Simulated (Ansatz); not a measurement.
# Lattice dynamics of Au (Fm-3m, 1 atom in the cell), part 2 of 2

Task: relax Au (Fm-3m, 1 atom in the cell), then find its harmonic phonons.

Ansatz 0.2.0; DFT PBE, scalar-relativistic, plane waves, PAW.

So far, highest frequency on the path or at a solved wavevector (cm⁻¹): step 5 (phonons on a q mesh) 137. The relaxed cell has a = 4.158 Å (conventional setting).

The database entry behind the starting cell differs from later determinations by our own check (0.1 to 0.3 % short, probably kX units), so it need not match the best structure at ambient conditions.

### 6. The same by displaced supercells

Finite displacements in a 2×2×2 supercell give force constants from forces alone. They are exact at the wavevectors that the supercell holds, where they check the linear-response result.

File input.yaml:

```yaml
crystal:
  lattice:
    - [0.0, 2.0790566513, 2.0790566513]
    - [2.0790566513, 0.0, 2.0790566513]
    - [2.0790566513, 2.0790566513, 0.0]
  atoms:
    - { symbol: Au, position: [0.0, 0.0, 0.0] }
kpoints:
  mp_grid: { grid: [20, 20, 20] }
hamiltonian:
  xc: pbe
scf:
  occupations: { method: methfessel_paxton, width: 0.2 }
output:
  eigenvalues: true
phonons:
  method: fd
  supercell: [2, 2, 2]
  temperatures: { t_max: 1000, t_step: 50 }
  qpath:
    path:
      - [[0.0, 0.0, 0.0], [0.5, 0.0, 0.5], [0.625, 0.25, 0.625]]
      - [[0.375, 0.375, 0.75], [0.0, 0.0, 0.0], [0.5, 0.5, 0.5], [0.5, 0.25, 0.75], [0.5, 0.0, 0.5]]
    npoints: 10
```

On the command line:

```
$ ansatz run input.yaml --threads 4 --pin off --max-ram 7168MiB --backend cpu --events-out ev --progress --plain --runs-dir out
```

Numbers of over 12 decimals in the logs are rounded to 6 here.

The log of the run:

```text
[...]
Crystal: 8 atoms, lattice volume = 143.787 Å³
Basis set: ecut = 420 eV, 2741 PW (Γ), exchange–correlation on 80×80×80 points (8 copies of the dense FFT grid, shifted against one another)
Bands: 88, of which v1, the nominal top of the filled ones, is band 76 counted from 1 (75 counted from 0)
Symmetry: 384 space group operations
k-points: 47 of 1000
[...]
SCF iter   1: F=—  HF=-105194.629426 eV  |F-HF|=—  |Δ(HF+E_count)|=         —  Δρ=6.11e-8  dr2=5.28e-12  ethr=1.00e-12  ⟨swp⟩=3.0  Hψ=10637  notcnv=0
[...]
SCF iter   2: F=-105194.629426 eV  HF=-105194.629426 eV  |F-HF|=4.37e-11  |Δ(HF+E_count)|=  7.28e-11  S|Δr|=    0.00e0  Δρ=2.40e-8  dr2=7.51e-13  ethr=1.00e-12  ⟨swp⟩=3.0  Hψ=9581  notcnv=0
SCF 1 converged in 2 iterations: F = -105194.629426 eV  dr2 = 7.51e-13
[...]
Symmetry: 8 space group operations
k-points: 102 of 1000 (time reversal used)
[...]
SCF iter   7: F=-105194.629409 eV  HF=-105194.629409 eV  |F-HF|=0.00e0  |Δ(HF+E_count)|=  1.46e-11  S|Δr|=    0.00e0  Δρ=3.34e-8  dr2=1.64e-12  ethr=1.00e-12  ⟨swp⟩=5.0  Hψ=37127  notcnv=0
SCF 2 converged in 7 iterations: F = -105194.629409 eV  dr2 = 1.64e-12
[...]
SCF converged after 2 iterations
[...]
Free energy (F): -105194.629426 eV
[...]
Internal energy: -105194.633137 eV  (E = F + TS)
E sigma→0 (E₀):  -105194.630354 eV
Entropy (-TS):   0.003711 eV (0.464 meV/atom)
Fermi energy:    19.172708 eV
[...]
--- Band table (eV; the first three rows and the last of 47) ---
  k-point 0: bands = [... 72 lower, 17.5722, 18.4795, 18.4795, 18.4795, 18.4795, 20.3632, 20.3632, 20.3632, ... 8 higher]
  k-point 1: bands = [... 72 lower, 17.5348, 17.8915, 18.8145, 18.8145, 18.8145, 20.3608, 20.3608, 20.3608, ... 8 higher]
  k-point 2: bands = [... 72 lower, 17.4705, 17.4705, 19.3377, 19.3377, 19.3377, 20.3488, 20.3488, 20.3488, ... 8 higher]
  k-point 46: bands = [... 72 lower, 17.1769, 17.1769, 17.6461, 17.6461, 20.5920, 20.5920, 21.7430, 21.7430, ... 8 higher]
--- Phonons: 1 displaced member + reference (amplitude 0.0025 Å, Σ member SCF iterations 7) ---
  symmetry images taken by strict's conditions (phonons.symmetry_images: auto; settled by no image being taken that strict refuses)
  ASR residual: 1.492e-4 → 0.000e0 eV/Å²; symmetrization residual: 2.220e-15 eV/Å²
  largest component of a force at the reference: 4.3e-29 eV/Å
  ASR residual per site (eV/Å²): 1.49e-4
  Γ frequencies (cm⁻¹): 0.00 0.00 0.00
[...]
```

Elapsed: 33 s, on 4 threads of Arm Neoverse V1, shared host; peak memory 1.3 GiB.

This step gave:

```
atoms in the supercell               : 8
sum-rule residual before enforcement : 1.49e-4 eV/Å²
```

Interpolated from a 2×2×2 supercell, rough between the solved points. Phonon branches along the path, in cm⁻¹:

```tsv
point	branch 1	branch 2	branch 3
Γ	0	0	0
halfway	56	56	96
X	77	77	134
halfway	75	85	131
U	70	101	122
jump to K	70	101	122
halfway	39	68	103
Γ	0	0	0
halfway	38	38	97
L	53	53	137
halfway	63	87	126
W	78	110	110
halfway	78	88	128
X	77	77	134
```

The phonon branches as a text plot (rows in cm⁻¹):

```
    134 |           ***                         *****          **
    128 |         **   **                      *     **       *
    123 |        *       **                   *        *    **
    117 |                   ***                         *  *
    111 |       *          *   *             *           **
    106 |                   *   *                          *
    100 |                **                             *
     94 |      *             **             *          *    **
     88 |               *        *                    *
     83 |    **        *       *           *                  *
     77 |           ****                             *   ********
     71 |        ***    ***       **                *   *
     66 |       *          *    *                     **
     60 |   *               *             *        * *
     54 |      *             **  *              *****
     49 |    **                *    *         **
     43 |  *                      **     *   *
     37 |   *                   *           *
     31 |                        *         *
     26 |  *                      ****    *
     20 | *                             *
     14 | *                         **   *
      9 |                            *  *
      3 |*                            **
         Γ           X  U|K            Γ         L        W     X
```

Tetrahedra on a 26×26×26 mesh, mean over bins of 2 cm-1. Interpolated from a 2×2×2 supercell, rough between the solved points. Table of phonon density of states by wavenumber; read off at these points:

```tsv
wavenumber (cm⁻¹)	phonon density of states (1/cm⁻¹/cell)
1.0	0
7.0	2.4e-4
13.0	0.00101
21.0	0.00282
27.0	0.00488
33.0	0.00775
39.0	0.0117
47.0	0.0203
53.0	0.0370
59.0	0.0433
65.0	0.0453
73.0	0.0477
75.0	0.0484
79.0	0.0233
85.0	0.0230
91.0	0.0225
99.0	0.0208
105.0	0.0180
111.0	0.0113
117.0	0.0425
123.0	0.0563
125.0	0.0445
131.0	0.0194
137.0	0.00107
```

On this path the spectrum ends at 137 cm⁻¹ (at L). No branch goes imaginary on this path.

### 7. Outcome

* space group after relaxation (within 0.01 Å): Fm-3m
* volume per atom: 18.0 Å³
* electronic character: no gap on this mesh
* lowest mode on the q mesh (acoustic modes at Γ apart): 33.7 cm⁻¹
* highest frequency on the path or at a solved wavevector: 137 cm⁻¹
* zero-point energy per atom: 14.8 meV
* heat capacity at 300 K: 24.6 J/(mol atoms K)
* vibrational entropy at 300 K: 51.2 J/(mol atoms K)
* Debye temperature (second moment): 158 K
* imaginary modes on the 4×4×4 q mesh: none

In words: The structure is a minimum as far as tested: no mode is imaginary at the 8 irreducible wavevectors of the 4×4×4 mesh, and the softest away from the acoustic zeros lies at 34 cm⁻¹. With no gap, or one that is small against the smearing, the frequencies hang on the k mesh and the smearing, most of all near Kohn anomalies. Spin-orbit coupling is left out, which can matter for the heavy elements here. These are harmonic frequencies at zero temperature: anharmonic shifts, linewidths and thermal expansion are left out.

[Logs are printed without paths, hosts, clocks, repeated set-up lines and the standing remarks that a program may print on its own settings, such as how far it seeks lower states.]

[Hosts, paths, dates, database ids (printed as entryN), source tags and the programs' standing remarks are cut or masked in the printed files.]
